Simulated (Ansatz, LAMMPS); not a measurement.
# Forces and charges in liquid mixture of sulfolane and H2O at 260 K (192 atoms)

What does DFT give for liquid mixture of sulfolane and H2O at 260 K (192 atoms) as built?

Calculated with Ansatz 0.2.0; Kohn-Sham DFT, PBEsol, PAW (set soft_2), plane waves.

## 1. The structure

The cell holds 192 atoms: 28 O, 12 S, 48 C and 104 H. Cell: a = 12.507 Å, b = 12.507 Å, c = 12.507 Å, α = 90.0°, β = 90.0°, γ = 90.0°. 12 sulfolane, 4 H2O placed at random, at 1.28 g/cm³; overlaps pushed apart, then 10 ps at 450 K with MMFF94 bonds, angles, torsions, charges and radii (Halgren, J. Comput. Chem. 17, 490 (1996)) in harmonic and 12-6 forms; SPC/E water (Berendsen, Grigera and Straatsma, J. Phys. Chem. 91, 6269 (1987)). Snapshot after 20 ps at 260 K and fixed volume.

Before any run, some limits are plain. The network of contacts between molecules at the start is that of the classical potential that made the cell, and needn't be the one that DFT or experiment would give. The functional has no dispersion term, which matters for the binding between molecules or layers. The density was typed from a rule of thumb and may lie off the real one at this temperature. Sampling is at Γ alone, for a cell whose shortest periodic width is 13 Å.

## 2. Making the structure

A classical potential supplies the starting structure, since it reaches far longer times than DFT.

This step: classical MD, MMFF94 bonds, angles, torsions, charges and radii (Halgren, J. Comput. Chem. 17, 490 (1996)) in harmonic and 12-6 forms; SPC/E water (Berendsen, Grigera and Straatsma, J. Phys. Chem. 91, 6269 (1987)) (LAMMPS 22 Jul 2025 - Update 4).

in.lmp

```
# liquid mixture of sulfolane and H2O
units real
atom_style full
boundary p p p
bond_style harmonic
angle_style harmonic
dihedral_style opls
improper_style harmonic
special_bonds lj 0 0 0.5 coul 0 0 0.75
read_data data.lmp
neigh_modify delay 0 every 1 check yes one 4000
comm_modify cutoff 12.0
timestep 0.5
thermo_style custom step time temp pe press density
thermo_modify norm yes
# push overlapping molecules apart
pair_style soft 2.6
pair_coeff * * 0.0
variable a equal ramp(1,60)
fix ad all adapt 1 pair soft a * * v_a
velocity all create 450 5276 mom yes dist gaussian
fix lim all nve/limit 0.03
fix lan all langevin 450 450 50 5277 zero yes
thermo 1000
run 3000 post no
unfix ad
pair_style lj/cut/coul/long 9.0
pair_modify mix arithmetic tail yes
pair_coeff 1 1 0.0763 3.0960   # O
pair_coeff 2 2 0.2681 3.4180   # S
pair_coeff 3 3 0.0678 3.3680   # C
pair_coeff 4 4 0.0216 2.5400   # H
pair_coeff 5 5 0.1553 3.1660   # O
pair_coeff 6 6 0.0000 1.0000   # H
# [... 19 lines left out ...]
compute msd all msd com yes
thermo 5000
fix md all nvt temp 260 260 100
run 20000 post no
print "== T260: mean square displacement over the hold $(c_msd[4]:%.2f) A^2"
unfix md
uncompute msd
write_dump all custom T260.dump id type xs ys zs modify sort id
```

Command:

```sh
$ lmp -in in.lmp -log none -nocite
```

Numbers of over 12 decimals in the logs are rounded to 6 here.

The log of the run:

```text
LAMMPS (22 Jul 2025 - Update 4)
Reading data file ...
  orthogonal box = (0 0 0) to (12.50726 12.50726 12.50726)
  192 atoms
  orthogonal box = (0 0 0) to (12.50726 12.50726 12.50726)
  188 bonds
  364 angles
  492 dihedrals
   Step          Time           Temp          PotEng         Press         Density
         0   0              450            0.46077993    -706.75237      1.2850006
      1000   500            417.89145      1.6976647      35204.581      1.2850006
      2000   1000           447.37379      1.8837539      28053.965      1.2850006
      3000   1500           454.66623      1.6347116      46617.064      1.2850006
Loop time of 0.451525 s on 1 MPI rank(s) for 3000 steps with 192 atoms
PPPM initialization ...
  G vector (1/distance) = 0.30313298
  grid = 8 8 8
  estimated relative force accuracy = 2.6084884e-05
   Step          Time           Temp          PotEng         Press         Density
      3000   1500           454.66623      0.73108704     17374.521      1.2850006
      3100   1550           454.66623     -0.84531128     9650.0434      1.2850006
      3200   1600           454.66623     -0.90493345     8898.0782      1.2850006
      3300   1650           454.66623     -0.98235287     8080.1793      1.2850006
Loop time of 0.550681 s on 1 MPI rank(s) for 300 steps with 192 atoms
Minimization stats:
  Stopping criterion = max iterations
  Energy initial, next-to-last, final =
     0.731087038300002 -0.982019871010541  -0.98235286607692
  Force two-norm initial, final = 582.31106 12.517674
  Iterations, force evaluations = 300 601
   Step          Time           Temp          PotEng         Press         Density
         0   0              450           -0.98235287     8018.1096      1.2850006
      1000   500            440.90717      0.27688288     16457.302      1.2850006
      2000   1000           418.84099      0.22424038     3329.723       1.2850006
Loop time of 1.33977 s on 1 MPI rank(s) for 2000 steps with 192 atoms
   Step          Time           Temp          PotEng         Press         Density
      2000   1000           427.80016      0.19233277     6604.1938      1.2850006
[... 5 lines left out ...]
Loop time of 7.11522 s on 1 MPI rank(s) for 10000 steps with 192 atoms
   Step          Time           Temp          PotEng         Press         Density
[... 4 lines left out ...]
Loop time of 3.50167 s on 1 MPI rank(s) for 5000 steps with 192 atoms
   Step          Time           Temp          PotEng         Press         Density
[... 2 lines left out ...]
     25000   24000          220.40379     -0.39094325    -1096.7927      1.2850006
     30000   29000          272.09148     -0.42254569     3475.5803      1.2850006
     35000   34000          282.69905     -0.3987969      2528.6067      1.2850006
     37000   36000          265.91496     -0.42607034     6152.4463      1.2850006
Loop time of 13.7887 s on 1 MPI rank(s) for 20000 steps with 192 atoms
== T260: mean square displacement over the hold 2.74 A^2
```

It took 27 s on 1 thread of Arm Neoverse V2, shared host; peak memory 0.12 GiB.

The input also reads data.lmp (atoms, bonds and types; not printed here).

## 3. Plane-wave single point

The electrons are solved once, with the atoms held.

input.yaml

```yaml
crystal:
  lattice:
    - [12.50726, 0.0, 0.0]
    - [0.0, 12.50726, 0.0]
    - [0.0, 0.0, 12.50726]
  atoms:
    - { symbol: O, position: [0.86134, 0.49895, 0.87352] }
    - { symbol: S, position: [0.84692, 0.4076, 0.94118] }
    - { symbol: O, position: [0.92038, 0.38381, 0.02747] }
    - { symbol: C, position: [0.8354, 0.28833, 0.86726] }
    - { symbol: C, position: [0.73446, 0.23476, 0.91459] }
    - { symbol: C, position: [0.6589, 0.32369, 0.93197] }
    - { symbol: C, position: [0.7184, 0.40616, 0.99413] }
    - { symbol: H, position: [0.82232, 0.3035, 0.78338] }
    - { symbol: H, position: [0.9081, 0.24121, 0.87273] }
    - { symbol: H, position: [0.75256, 0.19391, 0.98916] }
    - { symbol: H, position: [0.69462, 0.17596, 0.8594] }
    - { symbol: H, position: [0.63094, 0.3482, 0.85403] }
    - { symbol: H, position: [0.59061, 0.29523, 0.98304] }
    - { symbol: H, position: [0.71282, 0.3858, 0.07501] }
    - { symbol: H, position: [0.68191, 0.48336, 0.97867] }
    - { symbol: O, position: [0.24816, 0.81201, 0.26253] }
    - { symbol: S, position: [0.16678, 0.87236, 0.31683] }
    - { symbol: O, position: [0.07932, 0.92218, 0.25881] }
    - { symbol: C, position: [0.22729, 0.97837, 0.38808] }
    - { symbol: C, position: [0.19113, 0.9637, 0.4981] }
    - { symbol: C, position: [0.19454, 0.84613, 0.52058] }
    - { symbol: C, position: [0.12624, 0.79588, 0.42953] }
    - { symbol: H, position: [0.31157, 0.95915, 0.3832] }
    - { symbol: H, position: [0.20992, 0.05361, 0.34507] }
    - { symbol: H, position: [0.10951, 0.99626, 0.50436] }
    - { symbol: H, position: [0.23926, 0.01196, 0.55543] }
    - { symbol: H, position: [0.2755, 0.8228, 0.51021] }
    - { symbol: H, position: [0.1581, 0.82026, 0.59544] }
    - { symbol: H, position: [0.04327, 0.81179, 0.44387] }
    - { symbol: H, position: [0.14137, 0.70971, 0.41919] }
    - { symbol: O, position: [0.70223, 0.19318, 0.25911] }
    - { symbol: S, position: [0.79352, 0.17783, 0.3301] }
    [... 154 atom lines left out ...]
    - { symbol: O, position: [0.456, 0.51459, 0.02283] }
    - { symbol: H, position: [0.44508, 0.54466, 0.0961] }
    - { symbol: H, position: [0.43009, 0.56707, 0.96835] }
    - { symbol: O, position: [0.94629, 0.14514, 0.56624] }
    - { symbol: H, position: [0.95352, 0.19548, 0.62793] }
    - { symbol: H, position: [0.87232, 0.15012, 0.53631] }
kpoints:
  mp_grid: { grid: [1, 1, 1] }
hamiltonian:
  xc: pbesol
scf:
  occupations: { method: gaussian, width: 0.025 }
output:
  forces: true
  stress: true
  populations: intrinsic
  dos:
    method: { smearing: { sigma: 0.15 } }
    de: 0.1
    projected: { site_lists: { C: [C], H: [H], O: [O], S: [S] } }
  eigenvalues: true
  write_density: true
  write_potential: true
  volumetric_format: npy
```

Command:

```sh
$ ansatz run input.yaml --threads 8 --pin off --max-ram 15872MiB --backend cpu --events-out ev --progress --plain --runs-dir out
```

The log of the run:

```text
Engine: ansatz 0.2.0, aarch64-unknown-linux-gnu
Pseudopotentials: kind: paw
Pseudopotential: O, paw, valence charge 6, recommended cutoff 420 eV (normal), O.paw.azcp
Pseudopotential: S, paw, valence charge 6, recommended cutoff 420 eV (normal), S.paw.azcp
Pseudopotential: C, paw, valence charge 4, recommended cutoff 420 eV (normal), C.paw.azcp
Pseudopotential: H, paw, valence charge 1, recommended cutoff 420 eV (normal), H.paw.azcp
[... 3 lines on functional and potentials left out ...]
Crystal: 192 atoms, lattice volume = 1956.530 Å³
Basis set: ecut = 420 eV, 38161 PW (Γ), exchange–correlation on 180×180×180 points (8 copies of the dense FFT grid, shifted against one another)
Bands: 460, of which v1, the nominal top of the filled ones, is band 268 counted from 1 (267 counted from 0)
Symmetry: 1 space group operations
Space group: P1 (ITA 1), of the structure as read, at distance tolerance 1.3e-4 Å
k-points: 1
[... 12 lines on functional and potentials left out ...]
Initial density: superposition of atomic densities (neutral atoms: chi_scale 0, normalization atom), corrected by the library's trained network
Initial wavefunctions: pseudopotential atomic-orbital guess
Functional: x = pbesol(κ = 0.804, μ = 0.123457), c = pbesol(β = 0.046)
SCF iter   1: F=—  HF=-39787.110146 eV  |F-HF|=—  |Δ(HF+E_count)|=         —  Δρ=6.21e-3  dr2=7.48e-1  ethr=1.77e-3  ⟨swp⟩=7.0  Hψ=2241  notcnv=0  defer=71
preconditioner: auto → Resta (q_TF=auto, 2.199 Å⁻¹)  ε∞=2.5  [insulator: Δε(μ)=4.864 eV  Ē_g=15.291 eV  σ=0.025 eV  W_gap=1.00  n_scr=364 (ndim 8)  ℏωp=19.0 eV  f_vac=0.215  D(μ)=0.00/eV (n_scr^D=0)  ε∞_Penn≈2.5]
SCF iter   2: F=—  HF=-39786.952298 eV  |F-HF|=—  |Δ(HF+E_count)|=   1.58e-1  Δρ=3.47e-3  dr2=1.76e-1  ethr=1.40e-4  ⟨swp⟩=2.0  Hψ=621  notcnv=0  defer=184
SCF iter   3: F=—  HF=-39786.953911 eV  |F-HF|=—  |Δ(HF+E_count)|=   1.61e-3  Δρ=1.54e-3  dr2=5.23e-2  ethr=3.28e-5  ⟨swp⟩=5.0  Hψ=557  notcnv=0  defer=184
SCF iter   4: F=—  HF=-39786.946859 eV  |F-HF|=—  |Δ(HF+E_count)|=   7.05e-3  Δρ=4.97e-4  dr2=4.95e-3  ethr=9.75e-6  ⟨swp⟩=4.0  Hψ=554  notcnv=0  defer=184
SCF iter   5: F=—  HF=-39786.947457 eV  |F-HF|=—  |Δ(HF+E_count)|=   5.98e-4  Δρ=2.11e-4  dr2=1.10e-3  ethr=9.24e-7  ⟨swp⟩=2.0  Hψ=797  notcnv=0  defer=184
SCF iter   6: F=—  HF=-39786.947925 eV  |F-HF|=—  |Δ(HF+E_count)|=   4.68e-4  Δρ=1.52e-4  dr2=4.23e-4  ethr=2.06e-7  ⟨swp⟩=2.0  Hψ=539  notcnv=0  defer=184
SCF iter   7: F=—  HF=-39786.947923 eV  |F-HF|=—  |Δ(HF+E_count)|=   1.72e-6  Δρ=3.41e-5  dr2=2.83e-5  ethr=7.90e-8  ⟨swp⟩=2.0  Hψ=539  notcnv=0  defer=184
SCF iter   8: F=—  HF=-39786.951259 eV  |F-HF|=—  |Δ(HF+E_count)|=   3.34e-3  Δρ=2.35e-5  dr2=9.34e-6  ethr=5.29e-9  ⟨swp⟩=2.0  Hψ=540  notcnv=0  defer=184
SCF iter   9: F=—  HF=-39786.951260 eV  |F-HF|=—  |Δ(HF+E_count)|=   9.14e-7  Δρ=5.71e-6  dr2=6.56e-7  ethr=1.74e-9  ⟨swp⟩=2.0  Hψ=538  notcnv=0  defer=184
SCF iter  10: F=—  HF=-39786.951261 eV  |F-HF|=—  |Δ(HF+E_count)|=   8.09e-7  Δρ=2.89e-6  dr2=1.62e-7  ethr=1.22e-10  ⟨swp⟩=2.0  Hψ=533  notcnv=0  defer=184
SCF iter  11: F=-39786.951261 eV  HF=-39786.951261 eV  |F-HF|=1.91e-8  |Δ(HF+E_count)|=   7.30e-8  Δρ=1.76e-6  dr2=5.72e-8  ethr=1.87e-11  ⟨swp⟩=23.0  Hψ=3930  notcnv=0
SCF 1 converged in 11 iterations: F = -39786.951261 eV  dr2 = 5.72e-8
  greatest PAW one-centre occupation: 0.882 electrons in one spin orbital (limit 2), on the O atom at site 62 (counted from 0), in its partial waves of l = 0
WARN: The input density's exchange-correlation potential varies sharply where the density is thin. Do not read a vacuum level from v_tot or v_xc, or from such a field of the output density. On a cell that repeats whose density bears no net charge and no dipole along the vacuum's axis use v_es (v_loc + v_h of the components); [...]
SCF converged after 11 iterations
Free energy (F): -39786.951261 eV
Harris-Foulkes:  -39786.951261 eV  (|F-HF|=1.91e-8)
Internal energy: -39786.951261 eV  (E = F + TS)
E sigma→0 (E₀):  -39786.951261 eV
Fermi energy:    2.386684 eV
--- Per-component energies (eV) ---
  E_band       = -3900.077882
  E_kinetic    = 12173.768847
  E_local      = -37806.229835  (includes V_loc(G=0)·N_el)
  E_nonlocal   = 3164.363845
  E_hartree    = 13898.135161
  E_xc         = -6428.132886
  E_vxc        = -7739.785530  (∫ρ·V_xc dr)
  E_paw        = -15932.738003  (= ΣΔE_a)
  E_vpaw       = -1488.388437  (= ΣTr[D̂ρ^β])
  E_aug_tail   = -0.069571  (compensation charges beyond the density's cutoff)
  E_ewald      = -8858.793097
  E_core_change = 2.744277  (= ΣΔE_core)
  E_smearing   = -0.000000  (= −TS)
  E_closure    = -0.000000  (closes the sum)
  Σ components = -39786.951261   (vs F -39786.951261, Δ=0.00e0)
--- Forces (eV/Å), atoms counted from 1 ---
  atom   1  O      0.35118984     1.07124607    -0.66824938
  atom   2  S      0.38712315    -1.21668245     0.58557478
  atom   3  O      0.82156345     0.32385010     0.59049354
  atom   4  C     -0.93554886    -1.23143818    -0.14496000
  atom   5  C      0.59619723    -1.17296981    -1.05547812
  atom   6  C     -1.38293651    -0.79007885     1.12974896
  atom   7  C     -1.37077629     1.25895328    -1.71293206
  atom   8  H     -0.18675885     0.41417884    -0.71536834
  atom   9  H      0.38703540    -0.06894765     0.24530272
  atom  10  H      0.21340099    -0.25934835     0.43683610
  atom  11  H      0.81942118     0.31697528     0.26416114
  atom  12  H     -0.40902166     0.58693451    -0.47409475
  atom  13  H      0.19017918     0.38528126    -0.67631705
  atom  14  H      0.43399562    -0.27571448     1.96636273
[...]
atom 191  H     -0.07114001    -0.45089353    -0.98870699
  atom 192  H      0.84704887     0.24899286     0.48033689
  max |Σ_I F_I| component: 1.41e-4 eV/Å
--- Stress (GPa, compression-positive) ---
        4.113383      -0.745509      -0.492835
       -0.745510       3.216543       0.144365
       -0.492835       0.144365       3.572891
  P = ⅓ Tr σ = 3.6343 GPa (36.343 kbar)
--- Band table (eV) ---
  k-point 0: bands = ["-22.4075", "-22.3796", "-22.3617", "-22.3466", [... 444 levels ...], "11.7434", "11.7460", "11.7783", "11.8053", "11.8314", "11.8662", "11.9015", "11.9489", "11.9690", "11.9855", "12.0295", "12.0652"]
--- intrinsic populations: 192 sites ---
  site symbol       q [e]
     0      O      6.9063
     1      S      3.9160
     2      O      6.9347
[...]
191      H      0.6318
  spilling = -0.000000 (of n_electrons = 536.000000)
```

Wall time 20 s (8 threads of Arm Neoverse V2, shared host); peak memory 2.8 GiB; 2.5 min of CPU time.

The program notes that the exchange-correlation potential is rough where the density is thin.

Read from the output:

| Item | Value |
| --- | --- |
| free energy | -39786.9513 eV |
| free energy per atom | -207.2237 eV/atom |
| SCF cycles | 11 |
| pressure | 3.634 GPa |
| r.m.s. force component | 0.7772 eV/Å |
| longest force | 3.541 eV/Å |
| Fermi energy | 2.387 eV |
| gap (highest filled to lowest empty level) | 4.946 eV |

Neighbours are counted within 1.34 Å (H-C), 1.21 Å (H-O), 1.85 Å (C-C), 2.21 Å (C-S), 1.88 Å (O-S).

Length of the force by element and coordination:

| element | coordination | atoms | mean length of the force (eV/Å) | spread | least | most |
| --- | --- | --- | --- | --- | --- | --- |
| C | all | 48 | 1.65 | 0.614 | 0.352 | 3.54 |
| H | all | 104 | 0.930 | 0.510 | 0.220 | 3.25 |
| O | all | 28 | 1.02 | 0.529 | 0.403 | 2.89 |
| O | 1 | 24 | 1.07 | 0.551 | 0.403 | 2.89 |
| O | 2 | 4 | 0.746 | 0.215 | 0.553 | 1.11 |
| S | all | 12 | 1.71 | 0.871 | 0.264 | 3.22 |

Intrinsic-atomic-orbital charges by element and coordination:

| element | coordination | atoms | mean charge (e) | spread | least | most |
| --- | --- | --- | --- | --- | --- | --- |
| C | all | 48 | -0.450 | 0.123 | -0.603 | -0.307 |
| H | all | 104 | 0.212 | 0.0482 | 0.151 | 0.372 |
| O | all | 28 | -0.896 | 0.0309 | -0.944 | -0.837 |
| O | 1 | 24 | -0.904 | 0.0257 | -0.944 | -0.849 |
| O | 2 | 4 | -0.849 | 0.0102 | -0.861 | -0.837 |
| S | all | 12 | 2.05 | 0.0287 | 1.99 | 2.09 |

Density of states as counts of states in windows of 1 eV (from the Fermi level), total and the larger projections:

| from (eV) | to (eV) | total | C p | O p | H s | S p |
| --- | --- | --- | --- | --- | --- | --- |
| -10 | -9 | 41.3 | 18.6 | 7.6 | 6.5 | 4.5 |
| -9 | -8 | 33.8 | 11.0 | 10.1 | 5.5 | 3.1 |
| -8 | -7 | 70.5 | 28.4 | 18.4 | 11.9 | 6.6 |
| -7 | -6 | 25.0 | 12.7 | 4.6 | 6.1 | 0.8 |
| -6 | -5 | 66.8 | 38.5 | 12.6 | 13.1 | 0.4 |
| -5 | -4 | 69.5 | 16.0 | 41.2 | 8.9 | 0.4 |
| -4 | -3 | 43.8 | 9.9 | 28.7 | 3.0 | 0.4 |
| -3 | -2 | 8.6 | 0.7 | 7.6 | 0.1 | 0.0 |
| -2 | 2 | 0.0 | 0.0 | 0.0 | 0.0 | 0.0 |
| 2 | 3 | 16.1 | 2.0 | 1.5 | 4.3 | 2.2 |
| 3 | 4 | 44.2 | 6.0 | 4.3 | 10.8 | 7.4 |
| 4 | 5 | 59.5 | 11.0 | 4.9 | 11.8 | 9.0 |

Between -26 and -10 eV lie 177 more states.

The levels nearest the highest filled one (over half full), pooled over k-points and spins:

| level less the highest filled one (eV) | occupation |
| --- | --- |
| -0.615 | 2 |
| -0.523 | 2 |
| -0.485 | 2 |
| -0.384 | 2 |
| -0.250 | 2 |
| 0 | 2 |
| 4.95 | 0 |
| 4.99 | 0 |
| 5.15 | 0 |
| 5.23 | 0 |
| 5.32 | 0 |
| 5.35 | 0 |

Valence density in the ac plane at fractional y = 0.001, with atoms of H and S and O and C within 0.2 Å of it. It is the smooth field of the valence electrons, not physical close to the nuclei.

Ten steps, logarithmic in the rise over the least value, from '0' (0.0 e/Å³) to '9' (6.0 e/Å³), each cell a mean:
```
00123566532100012455667521135653100
00124566655431001122344311235653100
00135645789863100000011100123432100
01124555689963100000000000122211000
11112233457642111111000000234432100
11000000122211234444310001356753211
21000000000002456676521001356653222
10000000000002367776420001233332222
00000000100001246764211000111111111
00001123431001356775432210000001110
00134456752112567776543321000000000
01357666642112566555433210000000000
00245666542101232222211100000000000
00012456654210000000000000000000000
00001357765421000000000000000011110
00011356654310000000000000001223321
11222233321111222111000000123444321
12332111101235554332110000135643211
12222100001368876554433211135432111
11111000001367876666666531011111111
11112222221234544456776531000000001
01245555653111112346765310000000000
01356666653100012356764210000000000
00134666531000013567775410012321000
```
Columns run along a (12.5 Å), rows up along c (12.5 Å). Atoms in or near the plane, at fractional coordinates: H at (0.11, 0.50), H at (0.24, 0.56), H at (0.81, 0.25), S at (0.19, 0.90), O at (0.30, 0.86), H at (0.11, 0.07), H at (0.25, 0.08), C at (0.59, 0.14), C at (0.57, 0.02), H at (0.63, 0.97), C at (0.49, 0.69), C at (0.50, 0.57), H at (0.43, 0.53).

(Part 1 of 2 ends here.)

[Logs are printed without paths, hosts, clocks, repeated set-up lines and the standing remarks that a program may print on its own settings, such as how far it seeks lower states.]

[Hosts, paths, dates, database ids (printed as entryN), source tags and the programs' standing remarks are cut or masked in the printed files.]

[The MMFF94 radii named for the starting cell were scaled by 0.96; in molecules described by MMFF94, hydrogen bound to N, O or S took a small fixed 12-6 site in their place.]
